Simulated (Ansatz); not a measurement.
# How fast states decay through Mg4CdTe4S, part 2 of 3

Wanted: the relaxed cell of Mg4CdTe4S, its band edges and its decay constants. It is built by putting Mg for Zn, Te for Se in the Zn4CdSe4S structure of space group Imm2, with the volume rescaled by atomic radii. The parent structure comes from the Materials Project.

Ansatz 0.2.0; PBE DFT, plane waves, PAW files (the session's first sound run).

So far. Step 2 (Cell and atoms at rest): The largest force component on a free atom ends at 0.0094 eV/Å.

The structure was built from a prototype and need not be the compound's stable phase.

## 3. Band edges

The energy window and the wavevectors of the next steps follow from the band edges, so these are searched first, off the mesh as well.

Input file input.yaml:

```yaml
crystal:
  lattice:
    - [-2.2571769871, 11.3004127665, 3.17343882]
    - [2.2571769871, -11.3004127665, 3.17343882]
    - [2.2571769871, 11.3004127665, -3.17343882]
  atoms:
    - { symbol: Mg, position: [0.3968106929, 0.9855484558, 0.4112622371] }
    - { symbol: Mg, position: [0.7919955389, -0.0073172067, 0.7993127457] }
    - { symbol: Mg, position: [0.1933700476, -0.0073172067, 0.2006872543] }
    - { symbol: Mg, position: [0.5742862187, 0.9855484558, 0.5887377629] }
    - { symbol: Cd, position: [0.0350611121, 0.0350611121, 0.0] }
    - { symbol: Te, position: [0.6508231489, 0.7479170095, 0.9029061394] }
    - { symbol: Te, position: [0.0566716238, 0.7519775709, 0.3046940529] }
    - { symbol: Te, position: [0.4472835179, 0.7519775709, 0.6953059471] }
    - { symbol: Te, position: [0.8450108701, 0.7479170095, 0.0970938606] }
    - { symbol: S, position: [0.2586852291, 0.7586852291, 0.5] }
kpoints:
  mp_grid: { grid: [6, 6, 6] }
  band_path: { path: [VBM, CBM], npoints: 30 }
scf:
  occupations: { method: fixed }
hamiltonian:
  xc: pbe
output:
  eigenvalues: true
  write_potential: true
  write_density: true
  volumetric_format: npy
  elf: true
```

On the command line:

```
> ansatz run input.yaml --threads 2 --pin off --max-ram 4096MiB --backend cpu --events-out ev --progress --plain --runs-dir out
```

Numbers of over 12 decimals in the logs are rounded to 6 here.

The program printed:

```text
[...]
Crystal: 10 atoms, lattice volume = 323.780 Å³
Basis set: ecut = 420 eV, 6293 PW (Γ), FFT grids on a1+a2, a2, a2+a3
Bands: 78, of which v1, the nominal top of the filled ones, is band 65 counted from 1 (64 counted from 0)
Symmetry: 4 space group operations
[...]
k-points: 46 of 216 (time reversal used)
[...]
SCF iter   1: F=—  HF=-44780.116993 eV  |F-HF|=—  |Δ(HF+E_count)|=         —  Δρ=9.69e-4  dr2=1.42e-2  ethr=1.77e-3  ⟨swp⟩=5.3  Hψ=11134  notcnv=0  defer=468
[...]
SCF iter   7: F=-44780.114578 eV  HF=-44780.114578 eV  |F-HF|=1.89e-8  |Δ(HF+E_count)|=   1.77e-7  Δρ=3.77e-6  dr2=4.28e-8  ethr=7.69e-11  ⟨swp⟩=14.4  Hψ=17046  notcnv=0
SCF 1 converged in 7 iterations: F = -44780.114578 eV  dr2 = 4.28e-8
[...]
NSCF: frozen V_eff on 46 k-points
[...]
SCF converged after 7 iterations
Free energy (F): -44780.114578 eV
[...]
Internal energy: -44780.114578 eV  (E = F + TS)
E sigma→0 (E₀):  -44780.114578 eV
Fermi energy:    4.711788 eV
[...]
--- Band table (eV; the first three rows and the last of 46) ---
  k-point 0: bands = [... 61 lower, 4.4994, 4.5236, 4.5249, 4.6955, 6.3141, 7.8928, 8.0369, 8.6780, ... 9 higher]
  k-point 1: bands = [... 61 lower, 3.9014, 4.0826, 4.3182, 4.4698, 7.0781, 8.4565, 8.6196, 8.8301, ... 9 higher]
  k-point 2: bands = [... 61 lower, 3.5963, 3.7371, 3.8296, 4.3275, 7.8217, 7.9063, 8.0895, 8.6673, ... 9 higher]
  k-point 45: bands = [... 61 lower, 4.0742, 4.3716, 4.5363, 4.7118, 6.8369, 7.6279, 7.9429, 8.2979, ... 9 higher]
```

The job ended after 5.9 min (2 threads of Arm Neoverse N1, shared host; peak memory 1.3 GiB; 12 min of CPU time).

Numbers from this step:

- free energy: -44780.1146 eV
- Fermi energy: 4.712 eV
- gap on the k-mesh: 1.602 eV
- gap on path: 1.602 eV, by band count; negative where bands overlap
- direct gap on path: 1.619 eV
- edge places on path: 0, 1.730 1/A along the path

Electronic bands along the path, in eV, zero at the Fermi level (highest filled level under fixed occupations); v1 is the highest filled band, c1 the lowest empty one:

```csv
point,v4,v3,v2,v1,c1,c2,c3,c4
VBM,-0.64,-0.34,-0.18,0.00,2.13,2.92,3.23,3.59
halfway,-1.01,-0.64,-0.62,-0.57,3.07,3.37,4.16,4.49
CBM,-0.21,-0.19,-0.19,-0.02,1.60,3.18,3.33,3.97
```

Electrostatic potential energy in the ac plane of the cell as run, not the conventional one, at fractional y = 0.035, with atoms of Mg and Cd within 0.2 Å of it. With pseudopotentials it is smooth inside the atoms' cores, unlike the true potential.

Values in eV, 13 rows by 16 columns, each cell a mean:
```
-17 -22  -6   8   9   9   7   2   2   7   3  -2   2   6   7   2
  6  -4  -7   5   9   9   8   6  -3  -1   5 -11 -34  -9   7   9
  9   8   7   6   7   8   7   5   5   2   5   4 -21 -40  -7   7
  8   9   9   8   6   4   6   0 -10   1   7   8   6  -5  -7   3
  6   8   9   7   7   5   5   4 -23 -37  -7   7   9   8   6   5
  6   2   5   7   1  -2   4   7   4 -21 -30   0   8   9   9   8
  8   3  -4   2   3 -21 -30  -2   8   6   0   0   6   9   9   9
  6   6   4   1   6   1 -30 -34   0   8   8   7   7   6   7   8
  6  -2  -6   3   7   8   5  -7  -4   5   9   9   9   5  -1   4
  3   2 -31 -31  -1   8   9   8   6   6   7   9   9   8   3  -3
  4   6  -1 -29 -27   2   8   9   9   8   4   4   8   7   5   4
 -1   7   8   5  -3   0   7   9   9   9   6  -2   0   6  -4 -11
-24  -8   7   9   8   7   6   7   9   8   7   5   0   3   2 -17
```
Columns run along a (12.0 Å; values clipped at the 3rd and 97th percentile), rows up along c (12.0 Å). Atoms in or near the plane, at fractional coordinates: Mg at (0.40, 0.41), Mg at (0.79, 0.80), Mg at (0.19, 0.20), Mg at (0.57, 0.59), Cd at (0.04, 0.00).

ELF in the ac plane of the cell as run, not the conventional one, at fractional y = 0.035, with atoms of Mg and Cd within 0.2 Å of it. It is the smooth field of the valence electrons, not physical close to the nuclei.

Ten even steps from '0' (0.02) to '9' (0.79), each cell a mean:
```
6997421000026898888752002589887523
2466531100003688777896201114777642
1223432110001368877789612442145542
1111111222210136887778961344311221
0000112356642102589888996134441000
0000012578887410025898888611343001
3210001478999851011257887641011013
7653100147999995134322455532101136
9987531014799999514443112211001368
9988875200148999841344300100000258
8887788730011478873123420110000025
5887778983034213554200110243200002
2588777898314442122210012477643100
0258987789731434200000014799987531
2002589988872134410000002589998875
7300025898875201110121000258887888
9721332257764210011355310014787778
8972244412443210125789752001367777
7897224342011100014799987421125777
8888621344100000002589888863112346
4677641012101110000368877786322222
3235542100013543100136887778632354
7532221001247887531013688777863357
9974211000258999876311258988886236
```
Columns run along a (12.0 Å), rows up along c (12.0 Å). Atoms in or near the plane, at fractional coordinates: Mg at (0.40, 0.41), Mg at (0.79, 0.80), Mg at (0.19, 0.20), Mg at (0.57, 0.59), Cd at (0.04, 0.00).

Valence density in the ac plane of the cell as run, not the conventional one, at fractional y = 0.035, with atoms of Mg and Cd within 0.2 Å of it. It is the smooth field of the valence electrons, not physical close to the nuclei.

Ten steps, logarithmic in the rise over the least value, from '0' (0 e/Å³) to '9' (21 e/Å³), each cell a mean:
```
7998510000000111111000000111111114
2577631000000011222110001211110001
0124432100000001122211112664100000
0001121110000000112221111599720000
0000001111000000011121111159972000
0000000111111000001111110003664100
0000000011221100122111100000011100
0000000001122211146631000000000011
1110000000112221126996100000000001
1111100000011111112698510000000000
1122211000011111100136520000000000
0112222110145420000000111000000000
0011222211137984000000000010000000
0001112211113898400000000011110000
0000011111100257620000000001111100
0000111111100001211000000001122211
1101353100000000000000000000112222
2111379730000000000111000000011222
2111148983000000000011110000001112
1111003786200000000011111100001111
1110000023210000000001122211112222
4210000000010000000000112221112455
8631000000001110000000011222111368
9985100000000111100000001112111147
```
Columns run along a (12.0 Å), rows up along c (12.0 Å). Atoms in or near the plane, at fractional coordinates: Mg at (0.40, 0.41), Mg at (0.79, 0.80), Mg at (0.19, 0.20), Mg at (0.57, 0.59), Cd at (0.04, 0.00).

The searched edges give 1.60 eV, as on the mesh.

## 4. Complex bands

This step: PBE DFT, plane waves, PAW files; complex bands by layer matching along the plane's normal (Ansatz 0.2.0).

The same crystal is laid in a cell whose first two vectors span the (010) plane (indices of the standard conventional cell, whose axes can be ordered otherwise than in the bulk input). At fixed energy and wavevector in the plane the solver finds all kz, real and complex. A few wavevectors are listed, (0, 0) and (0.5, 0) in units of the plane's reciprocal vectors; the slowest state needn't be among them.

Input file input.yaml:

```yaml
crystal:
  lattice:
    - [6.34687764, 0.0, 0.0]
    - [0.0, 4.514353974, 0.0]
    - [3.17343882, 2.257176987, 11.300412766]
  atoms:
    - { symbol: Mg, position: [0.5742862187, 0.5887377629, 0.8225244742] }
    - { symbol: Mg, position: [0.1933700476, 0.2006872543, 0.5986254914] }
    - { symbol: Mg, position: [0.791995539, 0.7993127457, 0.4013745086] }
    - { symbol: Mg, position: [0.3968106929, 0.4112622371, 0.1774755258] }
    - { symbol: Cd, position: [0.0350611121, 0.0, 0.0] }
    - { symbol: Te, position: [0.8450108701, 0.0970938606, 0.8058122788] }
    - { symbol: Te, position: [0.4472835179, 0.6953059471, 0.6093881058] }
    - { symbol: Te, position: [0.0566716238, 0.3046940529, 0.3906118942] }
    - { symbol: Te, position: [0.6508231489, 0.9029061394, 0.1941877212] }
    - { symbol: S, position: [0.2586852291, 0.5, 0.0] }
kpoints:
  mp_grid: { grid: [6, 6, 6] }
scf:
  occupations: { method: fixed }
hamiltonian:
  xc: pbe
output:
  eigenvalues: true
  transmission:
    leads: [[0, 0]]
    kpoints: [[0.0, 0.0], [0.5, 0.0]]
    e_range: [-1.0, 2.6]
    de: 0.09
```

The program printed:

```text
[...]
Crystal: 10 atoms, lattice volume = 323.780 Å³
Basis set: ecut = 420 eV, 6293 PW (Γ)
Bands: 78, of which v1, the nominal top of the filled ones, is band 65 counted from 1 (64 counted from 0)
Symmetry: 4 space group operations
[...]
k-points: 46 of 216 (time reversal used)
[...]
SCF iter   1: F=—  HF=-44780.117081 eV  |F-HF|=—  |Δ(HF+E_count)|=         —  Δρ=9.70e-4  dr2=1.42e-2  ethr=1.77e-3  ⟨swp⟩=5.4  Hψ=11140  notcnv=0  defer=468
[...]
SCF iter   7: F=-44780.114578 eV  HF=-44780.114578 eV  |F-HF|=2.62e-8  |Δ(HF+E_count)|=   1.68e-7  Δρ=3.68e-6  dr2=4.18e-8  ethr=7.69e-11  ⟨swp⟩=14.2  Hψ=16984  notcnv=0
SCF 1 converged in 7 iterations: F = -44780.114578 eV  dr2 = 4.18e-8
[...]
transmission: 18 of 36 steps passed
transmission: 36 of 36 steps passed
SCF converged after 7 iterations
Free energy (F): -44780.114578 eV
[...]
Internal energy: -44780.114578 eV  (E = F + TS)
E sigma→0 (E₀):  -44780.114578 eV
Fermi energy:    4.711789 eV
[...]
--- Band table (eV; the first three rows and the last of 46) ---
  k-point 0: bands = [... 61 lower, 4.4994, 4.5236, 4.5249, 4.6955, 6.3141, 7.8928, 8.0369, 8.6780, ... 9 higher]
  k-point 1: bands = [... 61 lower, 4.3365, 4.4995, 4.5274, 4.6997, 6.4546, 7.7799, 8.1530, 8.5306, ... 9 higher]
  k-point 2: bands = [... 61 lower, 4.0951, 4.4284, 4.5337, 4.7078, 6.7136, 7.6582, 8.0818, 8.3951, ... 9 higher]
  k-point 45: bands = [... 61 lower, 3.7203, 4.0619, 4.1148, 4.1423, 7.7261, 8.1696, 8.8368, 9.2066, ... 9 higher]
--- Transmission ---
  basis      : 247 plane waves across, 18 finite elements along
  points     : 2, as listed
  energies   : 41 from -1.000000 to 2.600000 eV about the Fermi level, 0.090000 eV apart; the leads are filled to 0.801181 eV, and channels, transmission and decay are at 0.800000 eV
  crystal 0  : Mg4Te4Cd1S1, at the sites [0, 0], period 11.3004 Å: whole cells are its period
    offset         : up to 0.0000 Å between an atom of the period and one for which it stands
    channels       : 0.000000e0 a spin
    conductance    : none, the energies end too early or step too widely for 300 K: set another output.transmission.e_range or a lower de, or, where they end at an eighth of basis.ecutwfc, a higher one
    slowest decay  : 0.1438 /Å at (0.0000, 0.0000)
```

It took 3.7 min on 2 threads; peak memory 1.2 GiB.

Numbers from this step:

* level to which the leads are filled: 0.8012 eV from the Fermi level
* decay constant at the filling level, zone centre: 0.1438 Å⁻¹
* decay constant at the filling level, slowest listed point: 0.1438 Å⁻¹

K parallel (0, 0); values up to 1.5 1/Å, a degenerate pair printed once or twice; energies at which all values exceed this have no row. The Im kz of the slowest decaying states by energy, zero at the highest filled level on the SCF mesh:

```csv
energy (eV),decay 1 (Å⁻¹),decay 2 (Å⁻¹),decay 3 (Å⁻¹),decay 4 (Å⁻¹)
-1.00,0.0312,0.170,0.912,1.04
-0.82,0.120,0.194,0.867,1.01
-0.73,0.0234,0.113,0.204,0.842
-0.55,0.0685,0.219,0.784,0.969
-0.46,0.0777,0.149,0.225,0.748
-0.28,0.202,0.236,0.647,0.921
-0.10,0.0707,0.162,0.245,0.284
-0.01,0.0916,0.230,0.249,0.584
0.17,0.118,0.254,0.329,0.382
0.26,0.126,0.256,0.372,0.451
0.44,0.138,0.259,0.465,0.572
0.62,0.144,0.259,0.600,0.602
0.71,0.144,0.259,0.604,0.610
0.89,0.142,0.257,0.607,0.626
0.98,0.138,0.255,0.572,0.632
1.16,0.127,0.250,0.528,0.641
1.34,0.105,0.244,0.510,0.648
1.43,0.0889,0.240,0.505,0.650
1.61,0.231,0.496,0.653,0.671
1.70,0.225,0.493,0.646,0.654
1.88,0.212,0.486,0.603,0.654
2.06,0.196,0.479,0.559,0.652
2.15,0.0400,0.185,0.475,0.537
2.33,0.120,0.149,0.458,0.498
2.42,0.136,0.440,0.486,0.641
2.60,0.130,0.387,0.474,0.622
```

K parallel (0.5, 0); values up to 1.5 1/Å, a degenerate pair printed once or twice; energies at which all values exceed this have no row. Table of Im kz of the slowest decaying states by energy, zero at the highest filled level on the SCF mesh:

```csv
energy (eV),decay 1 (Å⁻¹),decay 2 (Å⁻¹),decay 3 (Å⁻¹),decay 4 (Å⁻¹)
-1.00,0.0264,0.388,0.482,1.27
-0.73,0.317,0.353,1.24,-
-0.46,0.115,0.155,0.264,1.21
-0.19,0.278,0.292,0.391,1.18
-0.01,0.303,0.322,0.461,1.15
0.26,0.308,0.361,0.521,1.12
0.53,0.311,0.380,0.557,1.08
0.80,0.311,0.386,0.578,1.05
1.07,0.309,0.382,0.591,1.01
1.34,0.305,0.370,0.597,0.970
1.61,0.298,0.348,0.598,0.929
1.79,0.291,0.327,0.596,0.901
2.06,0.276,0.279,0.591,0.856
2.33,0.217,0.256,0.582,0.808
2.60,0.251,0.571,0.756,1.38
```

At the listed wavevectors the last open channel is at -0.01 eV and the next at +1.61 eV on the grid. At +0.80 eV, the grid energy nearest the filling level (the middle of the gap on the SCF mesh), the slowest state at the listed wavevectors decays with κ = 0.144 Å⁻¹, its amplitude falling by e over 7.0 Å. Through 1 nm of this crystal that state's transmission falls by exp(−2 × 0.144 Å⁻¹ × 10 Å) = 0.056.

## 5. Decay over the two-dimensional zone

The listed points could miss the slowest state, so one energy near mid-gap is solved on a mesh of 6×8.

Changes to input.yaml since step 4:

```diff
@@ -24,6 +24,2 @@
   eigenvalues: true
-  transmission:
-    leads: [[0, 0]]
-    kpoints: [[0.0, 0.0], [0.5, 0.0]]
-    e_range: [-1.0, 2.6]
-    de: 0.09
+  transmission: { leads: [[0, 0]], kmesh: [6, 8], e_range: [0.8, 0.81], de: 0.05 }
```

The program printed:

```text
[...]
Crystal: 10 atoms, lattice volume = 323.780 Å³
Basis set: ecut = 420 eV, 6293 PW (Γ)
Bands: 78, of which v1, the nominal top of the filled ones, is band 65 counted from 1 (64 counted from 0)
Symmetry: 4 space group operations
[...]
k-points: 46 of 216 (time reversal used)
[...]
SCF iter   1: F=—  HF=-44780.117081 eV  |F-HF|=—  |Δ(HF+E_count)|=         —  Δρ=9.70e-4  dr2=1.42e-2  ethr=1.77e-3  ⟨swp⟩=5.4  Hψ=11140  notcnv=0  defer=468
[...]
SCF iter   7: F=-44780.114578 eV  HF=-44780.114578 eV  |F-HF|=2.62e-8  |Δ(HF+E_count)|=   1.68e-7  Δρ=3.68e-6  dr2=4.18e-8  ethr=7.69e-11  ⟨swp⟩=14.2  Hψ=16984  notcnv=0
SCF 1 converged in 7 iterations: F = -44780.114578 eV  dr2 = 4.18e-8
[...]
transmission: 34 of 340 steps passed
transmission: 68 of 340 steps passed
[...]
transmission: 340 of 340 steps passed
SCF converged after 7 iterations
Free energy (F): -44780.114578 eV
[...]
Internal energy: -44780.114578 eV  (E = F + TS)
E sigma→0 (E₀):  -44780.114578 eV
Fermi energy:    4.711789 eV
[...]
--- Band table (eV; the first three rows and the last of 46) ---
  k-point 0: bands = [... 61 lower, 4.4994, 4.5236, 4.5249, 4.6955, 6.3141, 7.8928, 8.0369, 8.6780, ... 9 higher]
  k-point 1: bands = [... 61 lower, 4.3365, 4.4995, 4.5274, 4.6997, 6.4546, 7.7799, 8.1530, 8.5306, ... 9 higher]
  k-point 2: bands = [... 61 lower, 4.0951, 4.4284, 4.5337, 4.7078, 6.7136, 7.6582, 8.0818, 8.3951, ... 9 higher]
  k-point 45: bands = [... 61 lower, 3.7203, 4.0619, 4.1148, 4.1423, 7.7261, 8.1696, 8.8368, 9.2066, ... 9 higher]
--- Transmission ---
  basis      : 247 plane waves across, 17 finite elements along
  points     : 20, standing for a mesh of 6 x 8
  energies   : 1 from 0.800000 to 0.800000 eV about the Fermi level; the leads are filled to 0.801181 eV, and channels, transmission and decay are at 0.800000 eV
[...]
channels       : 0.000000e0 a spin
    conductance    : none, crystal 0 has no channel at the energies, or these end too early or step too widely for 300 K: set another output.transmission.e_range or a lower de, or, where they end at an eighth of basis.ecutwfc, a higher one
    slowest decay  : 0.1438 /Å at (0.0000, 0.0000)
```

The job ended after 3.9 min (2 threads; peak memory 1.2 GiB).

This step gave:

| Quantity | Value |
| --- | --- |
| least decay constant on the mesh | 0.1438 Å⁻¹ |

Slowest decay constant (1/Å; 0 where a channel is open) over k1 and k2. At 0.8000 eV from the Fermi level.

Ten even steps from '0' (0.144) to '9' (0.311):
```
656665
865556
985258
985058
985258
865556
656665
467776
```
Columns: k1 (b1) from -0.5 to 0.333; rows upwards: k2 (b2) from -0.5 to 0.375.

The least value on the mesh is 0.144 Å⁻¹ at +0.80 eV. At that energy the listed points give about 0.144 Å⁻¹ by interpolation, so the mesh holds no clearly slower state.

## 6. Band edges at another level

This step: PBEsol DFT, plane waves, PAW files (Ansatz 0.2.0).

The edges again with PBEsol, at the same atoms.

Input file input.yaml:

```yaml
crystal:
  lattice:
    - [-2.2571769871, 11.3004127665, 3.17343882]
    - [2.2571769871, -11.3004127665, 3.17343882]
    - [2.2571769871, 11.3004127665, -3.17343882]
  atoms:
    - { symbol: Mg, position: [0.3968106929, 0.9855484558, 0.4112622371] }
    - { symbol: Mg, position: [0.7919955389, -0.0073172067, 0.7993127457] }
    - { symbol: Mg, position: [0.1933700476, -0.0073172067, 0.2006872543] }
    - { symbol: Mg, position: [0.5742862187, 0.9855484558, 0.5887377629] }
    - { symbol: Cd, position: [0.0350611121, 0.0350611121, 0.0] }
    - { symbol: Te, position: [0.6508231489, 0.7479170095, 0.9029061394] }
    - { symbol: Te, position: [0.0566716238, 0.7519775709, 0.3046940529] }
    - { symbol: Te, position: [0.4472835179, 0.7519775709, 0.6953059471] }
    - { symbol: Te, position: [0.8450108701, 0.7479170095, 0.0970938606] }
    - { symbol: S, position: [0.2586852291, 0.7586852291, 0.5] }
kpoints:
  mp_grid: { grid: [6, 6, 6] }
  band_path: { path: [VBM, CBM], npoints: 30 }
scf:
  occupations: { method: fixed }
hamiltonian:
  xc: pbesol
output:
  eigenvalues: true
```

The program printed:

```text
[...]
Crystal: 10 atoms, lattice volume = 323.780 Å³
Basis set: ecut = 420 eV, 6293 PW (Γ), FFT grids on a1+a2, a2+a3, a3
Bands: 78, of which v1, the nominal top of the filled ones, is band 65 counted from 1 (64 counted from 0)
Symmetry: 4 space group operations
[...]
k-points: 46 of 216 (time reversal used)
[...]
SCF iter   1: F=—  HF=-44331.202881 eV  |F-HF|=—  |Δ(HF+E_count)|=         —  Δρ=3.14e-3  dr2=5.50e-2  ethr=1.77e-3  ⟨swp⟩=5.4  Hψ=11125  notcnv=0  defer=470
[...]
SCF iter   7: F=-44331.188325 eV  HF=-44331.188325 eV  |F-HF|=1.01e-7  |Δ(HF+E_count)|=   4.38e-7  Δρ=5.00e-6  dr2=8.46e-8  ethr=7.69e-11  ⟨swp⟩=13.3  Hψ=20184  notcnv=0
SCF 1 converged in 7 iterations: F = -44331.188325 eV  dr2 = 8.46e-8
[...]
SCF converged after 7 iterations
Free energy (F): -44331.188325 eV
[...]
Internal energy: -44331.188325 eV  (E = F + TS)
E sigma→0 (E₀):  -44331.188325 eV
Fermi energy:    4.609714 eV
[...]
--- Band table (eV; the first three rows and the last of 46) ---
  k-point 0: bands = [... 61 lower, 4.3938, 4.4219, 4.4225, 4.5933, 6.1021, 7.6822, 7.8250, 8.5006, ... 9 higher]
  k-point 1: bands = [... 61 lower, 3.7831, 3.9737, 4.2116, 4.3634, 6.8922, 8.2539, 8.4319, 8.6145, ... 9 higher]
  k-point 2: bands = [... 61 lower, 3.4821, 3.6222, 3.7150, 4.2179, 7.6492, 7.6844, 7.8770, 8.4928, ... 9 higher]
  k-point 45: bands = [... 61 lower, 3.9697, 4.2629, 4.4358, 4.6097, 6.6470, 7.4063, 7.7366, 8.1282, ... 9 higher]
```

The job ended after 5.5 min (2 threads; peak memory 1.1 GiB).

Numbers from this step:

| Quantity | Value |
| --- | --- |
| free energy | -44331.1883 eV |
| Fermi energy | 4.610 eV |
| gap on the k-mesh | 1.492 eV |
| gap on path | 1.492 eV, by band count; negative where bands overlap |
| direct gap on path | 1.509 eV |

Electronic bands along the path, in eV, zero at the Fermi level (highest filled level under fixed occupations); v1 is the highest filled band, c1 the lowest empty one:

```csv
point,v4,v3,v2,v1,c1,c2,c3,c4
VBM,-0.64,-0.35,-0.17,0.00,2.04,2.80,3.13,3.52
halfway,-1.02,-0.65,-0.63,-0.58,3.00,3.30,4.10,4.40
CBM,-0.22,-0.19,-0.19,-0.02,1.49,3.07,3.22,3.89
```

The searched edges give 1.49 eV, as on the mesh.

For the gap on the k-mesh, step 3 gave 1.60 eV; this run, with PBEsol, gives 1.49 eV.

[end of part 2 of 3]

[Logs are printed without paths, hosts, clocks, repeated set-up lines and the standing remarks that a program may print on its own settings, such as how far it seeks lower states.]

[Hosts, paths, dates, database ids (printed as entryN), source tags and the programs' standing remarks are cut or masked in the printed files.]
